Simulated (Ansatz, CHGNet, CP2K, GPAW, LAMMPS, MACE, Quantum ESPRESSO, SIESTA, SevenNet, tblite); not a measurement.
## Finding the fault: CP2K, liquid 67SiO2-18Na2O-15SrO (mol %) at 3000 K (111 atoms)

Program: CP2K 2026.2, a calculation on a cell of 26 Si, 14 Na, 6 Sr and 65 O, 17.2 Å³ an atom.

input.inp

```
&GLOBAL
  PROJECT cell
  RUN_TYPE ENERGY_FORCE
  PRINT_LEVEL LOW
&END GLOBAL
&FORCE_EVAL
  METHOD QS
  STRESS_TENSOR ANALYTICAL
  &DFT
    BASIS_SET_FILE_NAME BASIS_MOLOPT
    POTENTIAL_FILE_NAME GTH_POTENTIALS
    &MGRID
      CUTOFF 1200
      REL_CUTOFF 60
      NGRIDS 5
    &END MGRID
    &QS
      EPS_DEFAULT 1.0E-12
    &END QS
    &SCF
      SCF_GUESS ATOMIC
      EPS_SFC 1.0E-06
      MAX_SCF 60
      ADDED_MOS 14
      &DIAGONALIZATION
        ALGORITHM STANDARD
      &END DIAGONALIZATION
      &SMEAR ON
        METHOD FERMI_DIRAC
        ELECTRONIC_TEMPERATURE [K] 580
      &END SMEAR
      &MIXING
        METHOD BROYDEN_MIXING
        ALPHA 0.3
        NBROYDEN 8
      &END MIXING
      &PRINT
        &RESTART OFF
        &END RESTART
      &END PRINT
    &END SCF
    &XC
      &XC_FUNCTIONAL PBE
      &END XC_FUNCTIONAL
    &END XC
    &PRINT
      &MULLIKEN ON
      &END MULLIKEN
      &HIRSHFELD ON
        SHAPE_FUNCTION DENSITY
      &END HIRSHFELD
      &MO ON
        EIGENVALUES T
        OCCUPATION_NUMBERS T
        MO_INDEX_RANGE 329 352
        &EACH
          QS_SCF 0
        &END EACH
        ADD_LAST NUMERIC
      &END MO
    &END PRINT
  &END DFT
  &SUBSYS
    &CELL
      A 12.39939 0.00000 0.00000
      B 0.00000 12.39939 0.00000
      C 0.00000 0.00000 12.39939
    &END CELL
    &TOPOLOGY
      COORD_FILE_NAME structure.xyz
      COORD_FILE_FORMAT XYZ
    &END TOPOLOGY
    &KIND Si
      BASIS_SET DZVP-MOLOPT-SR-GTH-q4
      POTENTIAL GTH-PBE-q4
    &END KIND
    &KIND Na
      BASIS_SET DZVP-MOLOPT-SR-GTH-q9
      POTENTIAL GTH-PBE-q9
    &END KIND
    &KIND Sr
      BASIS_SET DZVP-MOLOPT-SR-GTH-q10
      POTENTIAL GTH-PBE-q10
    &END KIND
    &KIND O
      BASIS_SET DZVP-MOLOPT-SR-GTH-q6
      POTENTIAL GTH-PBE-q6
    &END KIND
  &END SUBSYS
  &PRINT
    &FORCES ON
    &END FORCES
    &STRESS_TENSOR ON
    &END STRESS_TENSOR
  &END PRINT
&END FORCE_EVAL
```

structure.xyz

```xyz
111

Si 8.44485 6.22276 2.42098
Si 2.81032 6.59164 10.63793
Si 1.76158 6.32604 5.26453
Si 9.09793 1.08693 1.89934
Si 6.44632 0.98860 7.44794
Si 6.35692 11.52722 2.22668
Si 11.72263 2.77201 9.36092
Si 8.59885 10.16961 11.33081
Si 1.86226 6.98644 8.15235
Si 2.27541 0.09448 6.75705
[... 97 atom lines left out ...]
O 5.30694 10.51952 10.47252
O 3.32341 12.18500 5.61668
O 1.39518 1.40225 6.48922
O 5.81395 0.65779 6.01346
```

Run with:

```console
OMP_NUM_THREADS=2 cp2k.psmp -i input.inp > output.txt
```

What it wrote:

```text
Possible matches for unknown keyword
 EPS_SFC
   keyword EPS_SCF in section %__ROOT__%FORCE_EVAL%DFT%SCF score:  108
   keyword EPS_SCF in section %__ROOT__%FORCE_EVAL%DFT%XAS%SCF score:  108
   keyword EPS_LUMO in section %__ROOT__%FORCE_EVAL%DFT%SCF score:  106
   keyword EPS_DIIS in section %__ROOT__%FORCE_EVAL%DFT%SCF score:  106
   keyword EPS_LUMO in section %__ROOT__%FORCE_EVAL%DFT%XAS%SCF score:  106
 *   ___                                                                       *
 *  /   \                                                                      *
 * [ABORT]                                                                     *
 *  \___/             found an unknown keyword EPS_SFC in section SCF          *
 *    |                                                                        *
 *  O/|                                                                        *
 * /| |                                                                        *
```

Wall time 0.74 s (2 threads of Arm Neoverse V1, shared host); peak memory 0.15 GiB.

Banners, paths, timers and routine set-up lines are dropped from the logs unmarked, and long logs keep their key lines alone; longer cuts are marked.

Q: Find the fault and mend it.

A misspelt keyword: EPS_SCF written as EPS_SFC. Mend: write EPS_SCF in place of EPS_SFC.

The program stopped at the start.

[Also dropped from logs without a mark: logging warnings of Python, and SIESTA's first energy breakdown and zero terms.]

[Logs are printed without paths, hosts, clocks, repeated set-up lines and the standing remarks that a program may print on its own settings, such as how far it seeks lower states.]

[Hosts, paths, dates, database ids (printed as entryN), source tags and the programs' standing remarks are cut or masked in the printed files.]
